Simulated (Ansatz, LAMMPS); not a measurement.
# Relaxing ionic liquid MMIM+ FSI- with water, from a frame at 450 K (134 atoms)

Aim: bring ionic liquid MMIM+ FSI- with water, from a frame at 450 K (134 atoms) to a nearby minimum of the energy and see what moves.

Calculated with Ansatz 0.2.0; Kohn-Sham DFT, PBEsol, PAW (set soft_2), plane waves.

### Step 1. Starting point

The cell holds 134 atoms: 25 C, 15 N, 51 H, 10 S, 23 O and 10 F. Its edges and angles: a = 11.759 Å, b = 11.759 Å, c = 11.759 Å, α = 90.0°, β = 90.0°, γ = 90.0°. 5 MMIM+, 5 FSI-, 3 H2O placed at random, at 1.47 g/cm³; overlaps pushed apart, then 10 ps at 700 K with MMFF94 bonds, angles, torsions, charges and radii (Halgren, J. Comput. Chem. 17, 490 (1996)) in harmonic and 12-6 forms; SPC/E water (Berendsen, Grigera and Straatsma, J. Phys. Chem. 91, 6269 (1987)); charges of ions scaled by 0.8. Snapshot after 30 ps at 450 K and fixed volume.

What the set-up can't give: The network of contacts between molecules at the start is that of the classical potential that made the cell. The functional has no dispersion term, which matters for the binding between molecules or layers. The density was typed from a rule of thumb and may lie off the real one at this temperature. The Brillouin zone is sampled at Γ only, in a cell whose shortest periodic width is 12 Å.

### Step 2. How the cell was made

A classical potential makes the cell, at a small fraction of what the same run would cost in DFT.

This step: classical MD, MMFF94 bonds, angles, torsions, charges and radii (Halgren, J. Comput. Chem. 17, 490 (1996)) in harmonic and 12-6 forms; SPC/E water (Berendsen, Grigera and Straatsma, J. Phys. Chem. 91, 6269 (1987)); charges of ions scaled by 0.8 (LAMMPS 22 Jul 2025 - Update 4).

in.lmp

```
# ionic liquid MMIM+ FSI- with water
units real
atom_style full
boundary p p p
bond_style harmonic
angle_style harmonic
dihedral_style opls
improper_style harmonic
special_bonds lj 0 0 0.5 coul 0 0 0.75
read_data data.lmp
neigh_modify delay 0 every 1 check yes one 4000
comm_modify cutoff 12.0
timestep 0.5
thermo_style custom step time temp pe press density
thermo_modify norm yes
# push overlapping molecules apart
pair_style soft 2.6
pair_coeff * * 0.0
variable a equal ramp(1,60)
fix ad all adapt 1 pair soft a * * v_a
velocity all create 700 325004 mom yes dist gaussian
fix lim all nve/limit 0.03
fix lan all langevin 700 700 50 325005 zero yes
thermo 1000
run 3000 post no
unfix ad
pair_style lj/cut/coul/long 9.0
pair_modify mix arithmetic tail yes
pair_coeff 1 1 0.0678 3.3680   # C
pair_coeff 2 2 0.0721 3.1460   # N
pair_coeff 3 3 0.0678 3.5860   # C
pair_coeff 4 4 0.0678 3.3270   # C
pair_coeff 5 5 0.0216 2.5400   # H
pair_coeff 6 6 0.0721 3.5530   # N
# [... 24 lines left out ...]
compute msd all msd com yes
thermo 7500
fix md all nvt temp 450 450 100
run 30000 post no
print "== T450: mean square displacement over the hold $(c_msd[4]:%.2f) A^2"
unfix md
uncompute msd
write_dump all custom T450.dump id type xs ys zs modify sort id
```

Launch:

```
> lmp -in in.lmp -log none -nocite
```

Numbers of over 12 decimals in the logs are rounded to 6 here.

Log:

```text
LAMMPS (22 Jul 2025 - Update 4)
Reading data file ...
  orthogonal box = (0 0 0) to (11.75894 11.75894 11.75894)
  134 atoms
  orthogonal box = (0 0 0) to (11.75894 11.75894 11.75894)
  126 bonds
  203 angles
  130 dihedrals
  25 impropers
   Step          Time           Temp          PotEng         Press         Density
         0   0              700            0.65849291    -2294.7983      1.4709986
      1000   500            589.85181      2.19672        20923.74       1.4709986
      2000   1000           682.3547       2.0671353      30967.816      1.4709986
      3000   1500           638.16402      2.0407894      19870.722      1.4709986
[... 29 lines left out ...]
Loop time of 4.48218 s on 1 MPI rank(s) for 10000 steps with 134 atoms
   Step          Time           Temp          PotEng         Press         Density
[... 4 lines left out ...]
Loop time of 2.20925 s on 1 MPI rank(s) for 5000 steps with 134 atoms
   Step          Time           Temp          PotEng         Press         Density
[... 2 lines left out ...]
     30000   29000          417.64216     -2.0298171      5189.0049      1.4709986
     37500   36500          413.96462     -1.9995494      12451.403      1.4709986
     45000   44000          465.35513     -2.0078639     -6778.264       1.4709986
     47000   46000          451.62157     -2.1139057      2330.3636      1.4709986
Loop time of 13.0108 s on 1 MPI rank(s) for 30000 steps with 134 atoms
== T450: mean square displacement over the hold 12.33 A^2
```

Wall time 21 s (1 thread of Arm Neoverse V2, shared host); peak memory 0.12 GiB.

The input also reads data.lmp (atoms, bonds and types; not printed here).

### Step 3. Single point at the start

The forces at the start show how far the geometry lies from a minimum of this functional.

input.yaml

```yaml
crystal:
  lattice:
    - [11.75894, 0.0, 0.0]
    - [0.0, 11.75894, 0.0]
    - [0.0, 0.0, 11.75894]
  atoms:
    - { symbol: C, position: [0.21966, 0.7641, 0.93053] }
    - { symbol: "N", position: [0.32254, 0.75953, 0.85885] }
    - { symbol: C, position: [0.32739, 0.71107, 0.75423] }
    - { symbol: C, position: [0.42214, 0.75485, 0.70423] }
    - { symbol: "N", position: [0.46034, 0.84302, 0.76979] }
    - { symbol: C, position: [0.53719, 0.92579, 0.72332] }
    - { symbol: C, position: [0.40254, 0.83769, 0.8672] }
    - { symbol: H, position: [0.20966, 0.83973, 0.98425] }
    - { symbol: H, position: [0.2211, 0.70249, 0.00015] }
    - { symbol: H, position: [0.14466, 0.76134, 0.88208] }
    - { symbol: H, position: [0.26509, 0.64431, 0.73519] }
    - { symbol: H, position: [0.46503, 0.74388, 0.61845] }
    - { symbol: H, position: [0.5275, 0.94974, 0.63093] }
    - { symbol: H, position: [0.62213, 0.90477, 0.74667] }
    - { symbol: H, position: [0.51995, 0.00161, 0.77146] }
    - { symbol: H, position: [0.40956, 0.89214, 0.94648] }
    - { symbol: C, position: [0.56074, 0.16251, 0.35414] }
    - { symbol: "N", position: [0.48565, 0.15671, 0.25331] }
    - { symbol: C, position: [0.52482, 0.14999, 0.13789] }
    - { symbol: C, position: [0.4279, 0.15702, 0.07876] }
    - { symbol: "N", position: [0.33935, 0.13069, 0.15176] }
    - { symbol: C, position: [0.2222, 0.11162, 0.1179] }
    - { symbol: C, position: [0.38001, 0.11562, 0.2565] }
    - { symbol: H, position: [0.63021, 0.09723, 0.34045] }
    - { symbol: H, position: [0.51154, 0.1298, 0.42149] }
    - { symbol: H, position: [0.58985, 0.24946, 0.37066] }
    - { symbol: H, position: [0.61045, 0.16179, 0.12543] }
    - { symbol: H, position: [0.40823, 0.17017, 0.99206] }
    - { symbol: H, position: [0.15926, 0.17255, 0.14422] }
    - { symbol: H, position: [0.18199, 0.03377, 0.15829] }
    - { symbol: H, position: [0.22659, 0.10683, 0.02074] }
    - { symbol: H, position: [0.3273, 0.10629, 0.33648] }
    [... 96 atom lines left out ...]
    - { symbol: O, position: [0.62295, 0.95831, 0.96235] }
    - { symbol: H, position: [0.59515, 0.93036, 0.0377] }
    - { symbol: H, position: [0.67659, 0.90135, 0.92903] }
    - { symbol: O, position: [0.74527, 0.75569, 0.89249] }
    - { symbol: H, position: [0.80748, 0.70231, 0.91512] }
    - { symbol: H, position: [0.67824, 0.7444, 0.9436] }
kpoints:
  mp_grid: { grid: [1, 1, 1] }
hamiltonian:
  xc: pbesol
scf:
  occupations: { method: fixed }
output:
  forces: true
  stress: true
  populations: true
  dos:
    method: { smearing: { sigma: 0.1 } }
    de: 0.1
    projected: { site_lists: { C: [C], F: [F], H: [H], "N": ["N"], O: [O] } }
  eigenvalues: true
```

Launch:

```
> ansatz run input.yaml --threads 4 --pin off --max-ram 8192MiB --backend cpu --events-out ev --progress --plain --runs-dir out
```

Log:

```text
Engine: ansatz 0.2.0, aarch64-unknown-linux-gnu
Pseudopotentials: kind: paw
Pseudopotential: C, paw, valence charge 4, recommended cutoff 420 eV (normal), C.paw.azcp
Pseudopotential: N, paw, valence charge 5, recommended cutoff 420 eV (normal), N.paw.azcp
Pseudopotential: H, paw, valence charge 1, recommended cutoff 420 eV (normal), H.paw.azcp
Pseudopotential: S, paw, valence charge 6, recommended cutoff 420 eV (normal), S.paw.azcp
Pseudopotential: O, paw, valence charge 6, recommended cutoff 420 eV (normal), O.paw.azcp
Pseudopotential: F, paw, valence charge 7, recommended cutoff 420 eV (normal), F.paw.azcp
Functional definition: PBEsol
  exchange = pbesol_x
  correlation = pbesol_c
Crystal: 134 atoms, lattice volume = 1625.940 Å³
Basis set: ecut = 420 eV, 31799 PW (Γ), exchange–correlation on 160×160×160 points (8 copies of the dense FFT grid, shifted against one another)
Bands: 381, of which v1, the nominal top of the filled ones, is band 247 counted from 1 (246 counted from 0)
Symmetry: 1 space group operations
Space group: P1 (ITA 1), of the structure as read, at distance tolerance 1.2e-4 Å
k-points: 1
Non-local potential: C, projectors of the file, l = 0: 2, l = 1: 2, l = 2: 1
Non-local potential: N, projectors of the file, l = 0: 2, l = 1: 2, l = 2: 1
Non-local potential: H, projectors of the file, l = 0: 2, l = 1: 1
Non-local potential: S, projectors of the file, l = 0: 2, l = 1: 2, l = 2: 2
Non-local potential: O, projectors of the file, l = 0: 2, l = 1: 2, l = 2: 1
Non-local potential: F, projectors of the file, l = 0: 2, l = 1: 2, l = 2: 1
PAW form: soft (Blöchl's): semilocal exchange-correlation on the pseudo side does not see the compensation charge
PAW frozen core: C, regenerated for the run's functional, and the local potential with it (the file was generated under x = pbe(κ = 0.804, μ = 0.219515), c = pbe(β = 0.066725))
PAW frozen core: N, regenerated for the run's functional, and the local potential with it (the file was generated under x = pbe(κ = 0.804, μ = 0.219515), c = pbe(β = 0.066725))
PAW frozen core: S, regenerated for the run's functional, and the local potential with it (the file was generated under x = pbe(κ = 0.804, μ = 0.219515), c = pbe(β = 0.066725))
PAW frozen core: O, regenerated for the run's functional, and the local potential with it (the file was generated under x = pbe(κ = 0.804, μ = 0.219515), c = pbe(β = 0.066725))
PAW frozen core: F, regenerated for the run's functional, and the local potential with it (the file was generated under x = pbe(κ = 0.804, μ = 0.219515), c = pbe(β = 0.066725))
PAW one-centre angular grid: C, 110 points (default); XC on 64 Gauss nodes
PAW one-centre angular grid: N, 110 points (default); XC on 64 Gauss nodes
PAW one-centre angular grid: H, 110 points (default); XC on 64 Gauss nodes
PAW one-centre angular grid: S, 110 points (default); XC on 64 Gauss nodes
PAW one-centre angular grid: O, 110 points (default); XC on 64 Gauss nodes
PAW one-centre angular grid: F, 110 points (default); XC on 64 Gauss nodes
Initial density: superposition of atomic densities (neutral atoms: chi_scale 0, normalization atom), corrected by the library's trained network
Initial wavefunctions: pseudopotential atomic-orbital guess
Functional: x = pbesol(κ = 0.804, μ = 0.123457), c = pbesol(β = 0.046)
SCF iter   1: F=—  HF=-42375.825765 eV  |F-HF|=—  |Δ(HF+E_count)|=         —  Δρ=9.22e-3  dr2=1.19e0  ethr=1.77e-3  ⟨swp⟩=4.0  Hψ=1453  notcnv=0  defer=131
preconditioner: auto → Resta (q_TF=auto, 2.237 Å⁻¹)  ε∞=2.6  [insulator: Δε(μ)=3.866 eV  Ē_g=15.824 eV  n_scr=304 (ndim 8)  ℏωp=20.0 eV  f_vac=0.271  ε∞_Penn≈2.6]
SCF iter   2: F=—  HF=-42375.525832 eV  |F-HF|=—  |Δ(HF+E_count)|=   3.00e-1  Δρ=3.24e-3  dr2=1.66e-1  ethr=2.40e-4  ⟨swp⟩=2.0  Hψ=662  notcnv=0  defer=131
SCF iter   3: F=—  HF=-42375.527549 eV  |F-HF|=—  |Δ(HF+E_count)|=   1.72e-3  Δρ=1.54e-3  dr2=4.96e-2  ethr=3.35e-5  ⟨swp⟩=2.0  Hψ=484  notcnv=0  defer=132
SCF iter   4: F=—  HF=-42375.529957 eV  |F-HF|=—  |Δ(HF+E_count)|=   2.41e-3  Δρ=7.33e-4  dr2=1.03e-2  ethr=1.00e-5  ⟨swp⟩=2.0  Hψ=475  notcnv=0  defer=132
SCF iter   5: F=—  HF=-42375.529421 eV  |F-HF|=—  |Δ(HF+E_count)|=   5.36e-4  Δρ=2.74e-4  dr2=1.50e-3  ethr=2.09e-6  ⟨swp⟩=2.0  Hψ=491  notcnv=0  defer=132
SCF iter   6: F=—  HF=-42375.529713 eV  |F-HF|=—  |Δ(HF+E_count)|=   2.92e-4  Δρ=1.28e-4  dr2=2.88e-4  ethr=3.03e-7  ⟨swp⟩=2.0  Hψ=485  notcnv=0  defer=130
SCF iter   7: F=—  HF=-42375.529719 eV  |F-HF|=—  |Δ(HF+E_count)|=   5.80e-6  Δρ=5.58e-5  dr2=5.08e-5  ethr=5.82e-8  ⟨swp⟩=2.0  Hψ=484  notcnv=0  defer=130
SCF iter   8: F=—  HF=-42375.529796 eV  |F-HF|=—  |Δ(HF+E_count)|=   7.75e-5  Δρ=1.80e-5  dr2=5.60e-6  ethr=1.03e-8  ⟨swp⟩=2.0  Hψ=603  notcnv=0  defer=130
SCF iter   9: F=—  HF=-42375.529800 eV  |F-HF|=—  |Δ(HF+E_count)|=   3.55e-6  Δρ=9.40e-6  dr2=1.44e-6  ethr=1.13e-9  ⟨swp⟩=2.0  Hψ=488  notcnv=0  defer=130
SCF iter  10: F=—  HF=-42375.529800 eV  |F-HF|=—  |Δ(HF+E_count)|=   5.64e-7  Δρ=3.22e-6  dr2=1.66e-7  ethr=2.91e-10  ⟨swp⟩=2.0  Hψ=488  notcnv=0  defer=130
SCF iter  11: F=-42375.529801 eV  HF=-42375.529801 eV  |F-HF|=2.92e-9  |Δ(HF+E_count)|=   8.75e-8  Δρ=1.53e-6  dr2=3.85e-8  ethr=2.02e-11  ⟨swp⟩=15.0  Hψ=2605  notcnv=0
SCF 1 converged in 11 iterations: F = -42375.529801 eV  dr2 = 3.85e-8
  greatest PAW one-centre occupation: 0.936 electrons in one spin orbital (limit 2), on the F atom at site 115 (counted from 0), in its partial waves of l = 0
SCF converged after 11 iterations
Free energy (F): -42375.529801 eV
Harris-Foulkes:  -42375.529801 eV  (|F-HF|=2.92e-9)
Internal energy: -42375.529801 eV  (E = F + TS)
E sigma→0 (E₀):  -42375.529801 eV
Fermi energy:    0.123781 eV
--- Per-component energies (eV) ---
  E_band       = -4169.325441
  E_kinetic    = 12218.768676
  E_local      = -43907.572264  (includes V_loc(G=0)·N_el)
  E_nonlocal   = 3576.573547
  E_hartree    = 16604.037097
  E_xc         = -5934.790041
  E_vxc        = -7212.774379  (∫ρ·V_xc dr)
  E_paw        = -15554.284899  (= ΣΔE_a)
  E_vpaw       = -2052.408187  (= ΣTr[D̂ρ^β])
  E_aug_tail   = 0.012048  (compensation charges beyond the density's cutoff)
  E_ewald      = -9381.078502
  E_core_change = 2.804536  (= ΣΔE_core)
  E_smearing   = -0.000000  (= −TS)
  E_closure    = -0.000000  (closes the sum)
  Σ components = -42375.529801   (vs F -42375.529801, Δ=0.00e0)
--- Forces (eV/Å), atoms counted from 1 ---
  atom   1  C      1.23395079    -0.36599615     1.79172160
  atom   2  N     -1.79467505     0.87487033     0.91000154
  atom   3  C      0.00381807    -1.45122854     0.01510502
  atom   4  C      0.26031275     0.06585880    -2.50713283
  atom   5  N     -0.18939508    -1.25888936    -0.43895210
  atom   6  C     -0.24677350     1.05201536     0.25379793
  atom   7  C      0.41889758     2.34942288     1.69157062
  atom   8  H      0.68384058     0.70199268    -0.56974166
  atom   9  H      0.13376390    -0.86190229    -0.37894865
  atom  10  H     -1.14707444    -0.34920991    -1.18828456
  atom  11  H      0.45628370     0.23540700    -0.39145189
  atom  12  H     -1.00804046    -0.07979000     1.14831302
  atom  13  H     -0.27230822    -0.91810733     0.83467262
  atom  14  H      1.17599834    -0.39838577    -0.05313513
[...]
atom 133  H     -0.73877399     0.20451620     0.05282574
  atom 134  H      0.81378381    -0.37332540    -0.21426330
  max |Σ_I F_I| component: 9.20e-5 eV/Å
--- Stress (GPa, compression-positive) ---
        0.958116       0.135811       0.769457
        0.135811       2.790067       0.446023
        0.769457       0.446023       0.839352
  P = ⅓ Tr σ = 1.5292 GPa (15.292 kbar)
--- Band table (eV) ---
  k-point 0: bands = ["-26.7042", "-25.5000", "-25.3655", "-25.3266", [... 365 levels ...], "10.6997", "10.7364", "10.7591", "10.8379", "10.8727", "10.8816", "10.9136", "10.9260", "10.9804", "10.9910", "11.0934", "11.1486"]
--- Löwdin populations: 134 sites ---
  site symbol       q [e]
     0      C      4.3941
     1      N      4.9309
     2      C      4.0645
[...]
133      H      0.6230
  spilling = 0.017712 (of n_electrons = 494.000000)
```

The job ended after 24 s (4 threads of Arm Neoverse V2, shared host; peak memory 2 GiB; 94 s of CPU time).

Reading the cycles: dr2 is the Hartree energy of the density residual (eV), the measure of convergence; HF is the Harris–Foulkes estimate of the energy, which meets the free energy F at convergence.

Numbers from this run:

```yaml
free_energy: -42375.5298 eV
free_energy_per_atom: -316.2353 eV/atom
scf_cycles: 11
pressure: 1.529 GPa
r_m_s_force_component: 1.154 eV/Å
longest_force: 7.267 eV/Å
fermi_energy: 0.1238 eV
spacing_of_highest_filled_and_lowest_empty_level: 3.654 eV
spilling_of_the_projection: 0.01771
```

The r.m.s. force component of 1.2 eV/Å and the pressure of 1.5 GPa set the starting point.

Neighbours are counted within 1.34 Å (H-C), 1.21 Å (H-O), 1.77 Å (C-C), 1.79 Å (C-N), 1.93 Å (O-S), 2.02 Å (N-S), 1.98 Å (F-S).

Length of the force by element and coordination:

| element | coordination | atoms | mean length of the force (eV/Å) | spread | least | most |
| --- | --- | --- | --- | --- | --- | --- |
| C | all | 25 | 1.95 | 0.785 | 0.454 | 4.32 |
| C | 3 | 15 | 2.19 | 0.777 | 1.20 | 4.32 |
| C | 4 | 10 | 1.60 | 0.653 | 0.454 | 2.43 |
| F | all | 10 | 1.34 | 0.976 | 0.445 | 3.74 |
| H | all | 51 | 1.03 | 0.482 | 0.147 | 2.51 |
| N | all | 15 | 2.08 | 0.964 | 0.413 | 3.59 |
| N | 2 | 5 | 1.93 | 0.849 | 1.00 | 3.23 |
| N | 3 | 10 | 2.15 | 1.01 | 0.413 | 3.59 |
| O | all | 23 | 1.46 | 0.871 | 0.133 | 3.51 |
| O | 1 | 20 | 1.64 | 0.786 | 0.608 | 3.51 |
| O | 2 | 3 | 0.247 | 0.0897 | 0.133 | 0.352 |
| S | all | 10 | 3.98 | 1.67 | 0.511 | 7.27 |

[end of part 1 of 3]

[Logs are printed without paths, hosts, clocks, repeated set-up lines and the standing remarks that a program may print on its own settings, such as how far it seeks lower states.]

[Hosts, paths, dates, database ids (printed as entryN), source tags and the programs' standing remarks are cut or masked in the printed files.]

[The MMFF94 radii named for the starting cell were scaled by 0.96; in molecules described by MMFF94, hydrogen bound to N, O or S took a small fixed 12-6 site in their place.]
